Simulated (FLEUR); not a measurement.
# free-standing square Eu monolayer, spacing 3.816 A: which magnetic order is lowest, part 3 of 3

A self-consistent run ends on one state, which hangs on the start. Several orders of free-standing square Eu monolayer, spacing 3.816 A are started in FLEUR and their energies compared.

FLEUR MaX-R8.1; LDA (VWN) with U = 3.6 eV on Eu f; all-electron FLAPW film, Dirac cores, scalar-relativistic bands.

So far, largest spin moment in the muffin-tin sphere (μB): step 2 (order 1, typed as ferro +) 7.02; step 3 (start 2: antiferro q=(1/2,1/2,0) +-) 6.98; step 4 (start 3: antiferro q=(0,1/2,0) +-) 7.03.

## 8. Spin–orbit coupling, moments along z

Level of this step: LDA (VWN) with U = 3.6 eV on Eu f; all-electron FLAPW film, Dirac cores, scalar-relativistic bands with spin-orbit coupling (FLEUR).

Spin–orbit coupling ties the spins to the lattice and lets orbital moments form.

A new self-consistent run of the start antiferro q=(0,1/2,0) +-, with the moments along z. Here n_mmp_mat seeds f states of whole m by Hund's three rules. The k list default-1 (kpts.xml, not shown) is a Γ-centred 8×4×1 mesh.

inp.xml reads:

```
<?xml version="1.0" encoding="UTF-8" standalone="no"?>
<fleurInput fleurInputVersion="0.39">
   <comment>
      Eu
   </comment>
   <calculationSetup>
      <cutoffs Kmax="3.6" Gmax="10.8" GmaxXC="10.8" numbands="74"/>
      <scfLoop itmax="130" minDistance="0.0001" maxIterBroyd="15" imix="Anderson" alpha="0.03" precondParam="0.0" spinf="2.0" sdNocoIR="T"/>
      <coreElectrons ctail="T" frcor="F" kcrel="0" coretail_lmax="0"/>
      <xcFunctional name="vwn" relativisticCorrections="F"/>
      <magnetism jspins="2"/>
      <soc l_soc="T" theta="0.0" phi="0.0" spav="F"/>
      <expertModes spex="0" secvar="F"/>
      <geometryOptimization l_f="F" forcealpha="1.0" forcemix="BFGS" epsdisp="0.00001" epsforce="0.00001"/>
      <ldaU l_linMix="F" mixParam="0.05" spinf="1.0"/>
   </calculationSetup>
   <cell>
      <bzIntegration valenceElectrons="34.0" mode="hist" fermiSmearingEnergy="0.00110248">
         <kPointListSelection listName="default-1"/>
         <xi:include xmlns:xi="http://www.w3.org/2001/XInclude" href="kpts.xml"> </xi:include>
      </bzIntegration>
      <xi:include xmlns:xi="http://www.w3.org/2001/XInclude" href="sym.xml"> </xi:include>
      <filmLattice scale="1.0" dVac="6.4" dTilda="8.9">
         <bravaisMatrixFilm>
            <row-1>    7.2111948914735997     0.0000000000000000</row-1>
            <row-2>    0.0000000000000000    14.4223897829471994</row-2>
         </bravaisMatrixFilm>
         <vacuumEnergyParameters vacuum="1" spinUp="-.25" spinDown="-.25"/>
      </filmLattice>
   </cell>
   <atomSpecies>
      <species name="Europium (7.000" element="Eu" atomicNumber="63">
         <mtSphere radius="2.8" gridPoints="925" logIncrement="0.014"/>
         <atomicCutoffs lmax="10" lnonsphr="8"/>
         <electronConfig flipSpins="F">
            <coreConfig>(1s1/2) (2s1/2) (2p1/2) (2p3/2) (3s1/2) (3p1/2) (3p3/2) (4s1/2) (3d3/2) (3d5/2) (4p1/2) (4p3/2) (4d3/2) (4d5/2)</coreConfig>
            <valenceConfig>(5s1/2) (5p1/2) (5p3/2) (6s1/2) (4f5/2) (4f7/2)</valenceConfig>
            <stateOccupation state="(4f5/2)" spinUp="3.0" spinDown="0.0"/>
            <stateOccupation state="(4f7/2)" spinUp="4.0" spinDown="0.0"/>
         </electronConfig>
         <energyParameters s="6" p="6" d="5" f="4"/>
         <ldaU l="3" U="3.6" J="0.0" l_amf="F"/>
         <lo type="SCLO" l="0" n="5" eDeriv="0"/>
         <lo type="SCLO" l="1" n="5" eDeriv="0"/>
      </species>
      <species name="Europium (-7.000" element="Eu" atomicNumber="63">
         <mtSphere radius="2.8" gridPoints="925" logIncrement="0.014"/>
         <atomicCutoffs lmax="10" lnonsphr="8"/>
         <electronConfig flipSpins="F">
            <coreConfig>(1s1/2) (2s1/2) (2p1/2) (2p3/2) (3s1/2) (3p1/2) (3p3/2) (4s1/2) (3d3/2) (3d5/2) (4p1/2) (4p3/2) (4d3/2) (4d5/2)</coreConfig>
            <valenceConfig>(5s1/2) (5p1/2) (5p3/2) (6s1/2) (4f5/2) (4f7/2)</valenceConfig>
            <stateOccupation state="(4f5/2)" spinUp="0.0" spinDown="3.0"/>
            <stateOccupation state="(4f7/2)" spinUp="0.0" spinDown="4.0"/>
         </electronConfig>
         <energyParameters s="6" p="6" d="5" f="4"/>
         <ldaU l="3" U="3.6" J="0.0" l_amf="F"/>
         <lo type="SCLO" l="0" n="5" eDeriv="0"/>
         <lo type="SCLO" l="1" n="5" eDeriv="0"/>
      </species>
   </atomSpecies>
   <atomGroups>
      <atomGroup species="Europium (7.000">
         <filmPos label="                   1">.0000000000 .0000000000 .0000000000</filmPos>
         <force calculate="T" relaxXYZ="TTT"/>
      </atomGroup>
      <atomGroup species="Europium (-7.000">
         <filmPos label="                   2">.0000000000 1.000/2.000 .0000000000</filmPos>
         <force calculate="T" relaxXYZ="TTT"/>
      </atomGroup>
   </atomGroups>
   <output dos="F" band="F" slice="F">
      <bandDOS minEnergy="-.5*Htr" maxEnergy="0.5*Htr" sigma="0.015" storeEVData="T"/>
      <plotting iplot="0" polar="F">
         <plot TwoD="T" vec1="  1.0  0.0  0.0" vec2="  0.0  1.0  0.0" vec3="  0.0  0.0  1.0" zero="  0.0  0.0 -0.5" file="plot"/>
      </plotting>
      <moessbauerParams electricFieldGradient="F" isomerShift="F" coreHyperfine="F" valenceHyperfine="F"/>
   </output>
</fleurInput>
```

crystal.txt reads:

```
Eu
&input film=T cartesian=F /
3.81600000000  0.00000000000  0.00000000000
0.00000000000  7.63200000000  0.00000000000
0.00000000000  0.00000000000  1.00000000000
1.8897261246
1.0 1.0 1.0

2
63 0.00000000000  0.00000000000  0.00000000000 : 7.000
63 0.00000000000  0.50000000000  0.00000000000 : -7.000

&soc 0.0000000 0.0000000 /
&kpt div1=8 div2=4 div3=1 gamma=T /
```

Launch:

```sh
OMP_NUM_THREADS=1 inpgen -f crystal.txt > inpgen.log  # inp.xml is then edited as shown
OMP_NUM_THREADS=1 mpirun -n 4 fleur_MPI > fleur.log
```

The log of the run:

```text
[banner, memory and clock lines left out]
Welcome to FLEUR        (www.flapw.de)
      MaX-Release 8.1          (www.max-centre.eu)

 ========== k-point set info ==========
 Selected k-point list: default-1
 k-point list type: mesh
 0 x 0 x 0
 Number of k points: 20

 [... set-up left out ...]
 Iteration:     1   Distance:       3.74386252 me/bohr^3
 Iteration:     2   Distance:       3.59712657 me/bohr^3
 Iteration:     3   Distance:       1.28130047 me/bohr^3
 Iteration:     4   Distance:       1.26115478 me/bohr^3
 Iteration:     5   Distance:       0.35711960 me/bohr^3
 Iteration:     6   Distance:       0.26963510 me/bohr^3
 Iteration:     7   Distance:       0.10190126 me/bohr^3
 Iteration:     8   Distance:       0.09718485 me/bohr^3
 Iteration:     9   Distance:       0.04138301 me/bohr^3
 Iteration:    10   Distance:       0.01809153 me/bohr^3
 Iteration:    11   Distance:       0.00961124 me/bohr^3
 Iteration:    12   Distance:       0.00199803 me/bohr^3
 Iteration:    13   Distance:       0.00161622 me/bohr^3
 Iteration:    14   Distance:       0.00097571 me/bohr^3
 Iteration:    15   Distance:       0.00032393 me/bohr^3
 Iteration:    16   Distance:       0.00030664 me/bohr^3
 Iteration:    17   Distance:       0.00012307 me/bohr^3
 Iteration:    18   Distance:       0.00005980 me/bohr^3

 ********************************************************************
 Run finished successfully
 Stop message:
   all done
 ********************************************************************

--- out.xml (last complete iteration) ---
<iteration numberForCurrentRun="   18" overallNumber="   18">
         [... left out ...]
         <bandgap value="0.0633051752" units="eV"/>
         <sumValenceSingleParticleEnergies value="-18.9523719359" units="Htr"/>
         <FermiEnergy value="-0.0884030414" units="Htr"/>
         [... left out ...]
         <magneticMomentsInMTSpheres units="muBohr">
            <globalMagMoment atomType="1" vec="0.00000   0.00000   7.02072"/>
            <globalMagMoment atomType="2" vec="0.00000   0.00000  -7.02072"/>
         </magneticMomentsInMTSpheres>
         <orbitalMomentsInMTSpheres units="muBohr">
            <globalMagMoment atomType="1" vec="0.00000   0.00000  -0.01222"/>
            <globalMagMoment atomType="2" vec="0.00000   0.00000   0.01222"/>
         </orbitalMomentsInMTSpheres>
         [... left out ...]
         <totalEnergy value="   -21690.1566660993" units="Htr">
            <sumOfEigenvalues value="   -13391.0803809824">
               <coreElectrons value="-13372.1280090466"/>
               <valenceElectrons value="-18.9523719359"/>
            </sumOfEigenvalues>
         [... left out ...]
            <freeEnergy value="-21690.1570200014"/>
            <extrapolationTo0K value="-21690.1568430504"/>
         </totalEnergy>
         [... left out ...]
         <ldaUDensityMatrixConvergence>
            <distance spin="1" distance="0.000001"/>
            <distance spin="2" distance="0.000001"/>
         </ldaUDensityMatrixConvergence>
         <densityConvergence units="me/bohr^3">
            <chargeDensity spin="1" distance="0.0000363245"/>
            <chargeDensity spin="2" distance="0.0000351151"/>
            <overallChargeDensity distance="0.0000391070"/>
            <spinDensity distance="0.0000597972"/>
         </densityConvergence>
      </iteration>
```

It took 1.7 min on 4 MPI ranks of Arm Neoverse V2, shared host; peak memory 0.79 GiB; 6.9 min of CPU time.

Numbers from this step:

```
free energy                                                       : -590219.2404 eV
program's band gap on this mesh (in a metal only a level spacing) : 0.06331 eV
magnetization                                                     : 0 μB
final state                                                       : antiferromagnetic
largest moment                                                    : 7.021 μB
orbital moment along the spin                                     : -0.01222 μB
```

Orbital moment in the sphere, along the spin axis by atom:

| atom | orbital moment in the sphere, along the spin axis (μB) |
| --- | --- |
| Eu1 | -0.0122 |
| Eu2 | 0.0122 |

## 9. Summary of results

```
lowest state found                                                          : antiferromagnetic (typed antiferro q=(0,1/2,0) +-)
largest site spin moment                                                    : 7.03 μB
next finished state                                                         : ferromagnetic, 6.64 meV a seeded atom higher
spinless run over the lowest (under a U no clean measure of the moments)    : 10404 meV a seeded atom
orbital moment on the atom of largest spin, along its spin (spin–orbit run) : -0.0122 μB
spin plus orbital moment                                                    : Eu 7.01 μB
```

**Reading.** The lowest state found is antiferromagnetic, reached from the start antiferro q=(0,1/2,0) +-, with moments up to 7.03 μB. The next finished state costs 6.6 meV a seeded atom. Under a U a spinless run can be left with part-filled orbitals, which the U penalises, or fall into a low-spin state, so its energy is no clean measure of what the moments gain. The shell is near half filling, where Hund's rules give no orbital moment. Only 4 starts were tried; other patterns of signs, canted and longer-period orders were not. The f shell is half filled, so the spin-only picture is fair.

[Logs and program files are shortened in this print: banners, set-up blocks, solver, clock and traceback lines can be left out without a mark of their own.]

[Logs are printed without paths, hosts, clocks, repeated set-up lines and the standing remarks that a program may print on its own settings, such as how far it seeks lower states.]

[Hosts, paths, dates, database ids (printed as entryN), source tags and the programs' standing remarks are cut or masked in the printed files.]

[Where a cell is said to come from a database of computed structures, the database is the Materials Project.]
